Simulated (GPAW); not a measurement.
# Work function of 1T-GeBr2 monolayer at several levels, part 2 of 2

Aim: the work function of both faces of 1T-GeBr2 monolayer, and its spread over functionals and bases. Where a layer proves gapped, the work function hangs on where the smearing puts the Fermi level, and the band edges take its place.

GPAW 26.7.0; GPAW, PAW setups; layer in a repeated cell with vacuum, relaxation of atoms and in-plane cell (the session's first sound run).

So far, upper work function (eV): step 3 (plane waves, PBE) 5.19; step 5 (revPBE) 5.03; step 6 (GPAW, PAW setups) 5.35; step 7 (LDA) 5.57; step 8 (RPBE) 5.03.

## Step 9: Real-space grid: mode = "fd"

A real-space grid is a second complete basis, so it checks the plane-wave result.

Contents of run.py:

```python
import json
import numpy as np
from ase import Atoms
from gpaw import GPAW

slab = Atoms(
    ['Br', 'Ge', 'Br'],
    positions=[
        [2.03345, 1.17402, 9.00000],
        [-0.00000, -0.00000, 10.60433],
        [-0.00000, 2.34802, 12.20865]],
    cell=[[4.0669, -0.0, 0.0], [-2.03345, 3.52203, 0.0], [0.0, 0.0, 21.2086]],
    pbc=[True, True, False])

slab.calc = GPAW(mode='fd', h=0.18, xc='PBE', kpts={'size': (12, 12, 1), 'gamma': True},
                 occupations={'name': 'fermi-dirac', 'width': 0.05}, nbands='200%',
                 convergence={'density': 1e-05}, maxiter=200,
                 poissonsolver={'dipolelayer': 'xy'},
                 symmetry={'tolerance': 1e-3}, txt='slab.txt')
result = {}
energy = slab.get_potential_energy()
fermi = slab.calc.get_fermi_level()
v = slab.calc.get_electrostatic_potential().mean((0, 1)) - fermi
n = slab.calc.get_pseudo_density().mean((0, 1))
L = slab.cell[2, 2]
z = np.arange(len(v)) * L / len(v)
low, high = slab.positions[:, 2].min(), slab.positions[:, 2].max()
below, above = np.interp([low - 6.8, high + 6.8], z, v)
slopes = [np.interp(x, z, np.gradient(v, z)) for x in (low - 6.8, high + 6.8)]
eps = np.array([[slab.calc.get_eigenvalues(k, s) for k in range(len(slab.calc.get_ibz_k_points()))]
                for s in range(slab.calc.get_number_of_spins())]) - fermi
top, bottom = eps[eps < 0].max(), eps[eps > 0].min()
dipole = slab.get_dipole_moment()[2]
print(f'energy {energy:.4f} eV, Fermi level {fermi:.4f} eV, dipole {dipole:.5f} e A')
print(f'potential 6.8 A off the faces, from the Fermi level: lower {below:.4f} eV, upper {above:.4f} eV')
print(f'slope of the potential there: lower {slopes[0]:.5f}, upper {slopes[1]:.5f} eV/A')
print(f'nearest levels on the mesh: {top:.4f} and {bottom:.4f} eV')
print('magnetic moment', round(slab.get_magnetic_moment(), 3))
result.update(energy=energy, fermi=fermi, dipole=dipole, below=below, above=above, slopes=slopes, edges=[top, bottom],
              z=z.tolist(), v=v.tolist(), n=n.tolist(), positions=slab.positions.tolist(),
              forces=slab.get_forces(apply_constraint=False).tolist(), moments=slab.get_magnetic_moments().tolist())
json.dump(result, open('result.json', 'w'))
```

Launch:

```sh
$ OMP_NUM_THREADS=1 OPENBLAS_NUM_THREADS=1 python run.py
```

The job ended after 75 s (1 thread of AMD EPYC 7B13 (Zen 3), shared host; peak memory 0.55 GiB).

Numbers from this step:

```yaml
dipole_along_the_normal: 5.96e-4 e·Å
levels_nearest_the_fermi_level_on_the_mesh: -1.393, 0.9547 eV from the Fermi level
upper_work_function: 5.212 eV
lower_work_function: 5.220 eV
upper_ionisation_energy: 6.605 eV
```

The highest filled level lies 1.39 eV under the Fermi level, so the ionisation energy from the upper face is 5.212 + 1.39 = 6.605 eV, against 6.606 eV in the base run.

## Step 10: Atomic orbitals: mode = "lcao"

Atom-centred orbitals end a few angstrom from the surface, which tests how much the density's tail matters.

run.py, as its differences from that of step 9:

```diff
@@ -14,4 +14,4 @@
 
-slab.calc = GPAW(mode='fd', h=0.18, xc='PBE', kpts={'size': (12, 12, 1), 'gamma': True},
-                 occupations={'name': 'fermi-dirac', 'width': 0.05}, nbands='200%',
+slab.calc = GPAW(mode='lcao', basis='dzp', h=0.18, xc='PBE', kpts={'size': (12, 12, 1), 'gamma': True},
+                 occupations={'name': 'fermi-dirac', 'width': 0.05}, nbands='120%',
                  convergence={'density': 1e-05}, maxiter=200,
```

Run time: 26 s. Hardware: 1 thread; peak memory 0.27 GiB.

This step gave:

| Quantity | Value |
| --- | --- |
| levels nearest the Fermi level on the mesh | -1.429, 0.9311 eV from the Fermi level |
| upper work function | 4.944 eV |
| lower work function | 4.951 eV |
| upper ionisation energy | 6.372 eV |

The highest filled level lies 1.43 eV under the Fermi level, so the ionisation energy from the upper face is 4.944 + 1.43 = 6.372 eV, against 6.606 eV in the base run.

## Step 11: All levels side by side

Times are for 1 thread of AMD EPYC 7B13 (Zen 3), shared host. Results by setting:

| no. | run | upper ionisation energy (eV) | time | memory (GiB) |
| --- | --- | --- | --- | --- |
| 1 | pw | 6.606 | 17 s | 0.23 |
| 2 | vdW DF2 | 7.032 | 28 s | 0.43 |
| 3 | revPBE | 6.512 | 17 s | 0.23 |
| 4 | optPBE vdW | 6.832 | 28 s | 0.43 |
| 5 | LDA | 6.855 | 16 s | 0.22 |
| 6 | RPBE | 6.514 | 18 s | 0.23 |
| 7 | fd | 6.605 | 75 s | 0.55 |
| 8 | lcao | 6.372 | 26 s | 0.27 |

## Step 12: Side by side

Results and costs are gathered.

This step: comparison of work functions, dipole and cost (GPAW 26.7.0).

Ladder, by row:

| step | code | work function, upper (eV) | work function, lower (eV) | dipole (e Å) | wall time (s) | peak memory (GiB) | threads |
| --- | --- | --- | --- | --- | --- | --- | --- |
| pw | GPAW | 5.188 | 5.196 | 0.001222 | 16.56 | 0.23 | 1 |
| vdW-DF2 | GPAW | 5.611 | 5.618 | 0.00122 | 27.51 | 0.43 | 1 |
| revPBE | GPAW | 5.034 | 5.041 | 0.00122 | 17.26 | 0.23 | 1 |
| optPBE-vdW | GPAW | 5.348 | 5.356 | 0.00122 | 28.43 | 0.43 | 1 |
| LDA | GPAW | 5.572 | 5.579 | 0.00123 | 15.91 | 0.22 | 1 |
| RPBE | GPAW | 5.033 | 5.041 | 0.001219 | 18.02 | 0.23 | 1 |
| fd | GPAW | 5.212 | 5.22 | 5.96e-4 | 74.95 | 0.55 | 1 |
| lcao | GPAW | 4.944 | 4.951 | 5.96e-4 | 26.32 | 0.27 | 1 |

## Step 13: Summary of results

```
work function, upper and lower face (Fermi level placed in the gap by the smearing) : 5.188 and 5.196 eV
ionisation energy from the upper face (highest filled level on the mesh)            : 6.61 eV
electron affinity from the upper face (lowest empty Kohn-Sham level on the mesh)    : 4.26 eV
dipole along the normal                                                             : 0.0012 e Å, near the numerical noise
```

In words: With plane waves and PBE the ionisation energy from the upper face is 6.61 eV and the Kohn-Sham electron affinity 4.26 eV. The levels nearest the Fermi level on the mesh lie 2.35 eV apart, so the slab is gapped there: the smearing puts the Fermi level inside the gap, and from either face the ionisation energy is the work function plus 1.4 eV. Both are Kohn-Sham levels on the mesh, and semilocal gaps are too small, so the affinity tends to come out too large and the ionisation energy too small. Work functions of a gapped slab move with the place of the Fermi level in the gap; over the runs without a planted fault the highest filled level on the mesh lies 6.37 (lcao) to 7.03 eV (vdW-DF2) under the upper vacuum level. The starting lattice was a guess from atomic radii; the relaxation moved it by 24 %. The small printed dipole stands for a step of -15 meV from the lower to the upper face, and the probes find -7.5 meV; values this small are near the numerical noise of both. The layer's cell and atoms come from the relaxation; spin-orbit coupling and temperature are left out.

[Logs are printed without paths, hosts, clocks, repeated set-up lines and the standing remarks that a program may print on its own settings, such as how far it seeks lower states.]

[Hosts, paths, dates, database ids (printed as entryN), source tags and the programs' standing remarks are cut or masked in the printed files.]
